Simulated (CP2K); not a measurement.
Consider hydroxyacetaldehyde at its PBE geometry (Å).

```xyz
8

O    -1.9116    0.4439   -0.3756
C    -1.0001   -0.1865    0.1331
C     0.4132    0.3437    0.2759
O     1.3093   -0.5696   -0.3767
H    -1.1400   -1.2438    0.4687
H     0.7072    0.3558    1.3362
H     0.4755    1.3659   -0.1276
H     1.1465   -0.5095   -1.3341
```

Method: CP2K XAS_TDP, all-electron GAPW, PBEh(45%), aug-cc-pVDZ, TDA, GW2X-corrected core level, no relativity.

Q: Predict the bright core excitations at the C K edge.

Leading lines: C2 288.41 eV and C3 290.13 eV. The leading line of an atom is its first one with 35 % of the strongest within 2.5 eV of its lowest line over the strength cut. Core ionisation energies at this level: C2 295.83 and C3 294.37 eV.

The first six lines of each atom with a strength over 0.0015:

```
                       atom  energy (eV)  states  strength, one atom  above the computed threshold
  C2 (bonded to C, O and H)       288.41       1              0.0665                              
                                  293.77       1              0.0144                              
                                  294.26       1              0.0037                              
                                  294.60       1              0.0024                              
                                  295.58       1              0.0019                              
                                  295.97       1              0.0052                           yes
C3 (bonded to C, O and 2 H)       290.13       1              0.0069                              
                                  292.02       1              0.0159                              
                                  292.44       1              0.0186                              
                                  292.89       1              0.0167                              
                                  293.26       1              0.0109                              
                                  293.87       1              0.0113
```

Lines are vertical, at one geometry, with no vibrational structure. GW2X ionisation energies and lines can be off by 1 to 2 eV either way, and a good line position may hide errors that cancel. These values hold no scalar relativity, about 0.1 eV for C 1s. Rydberg lines, and the discretised continuum above threshold, depend on the basis and the box.

[Banner, clock and machine lines of the logs are left out without a mark of their own.]

[Logs are printed without paths, hosts, clocks, repeated set-up lines and the standing remarks that a program may print on its own settings, such as how far it seeks lower states.]

[Hosts, paths, dates, database ids (printed as entryN), source tags and the programs' standing remarks are cut or masked in the printed files.]
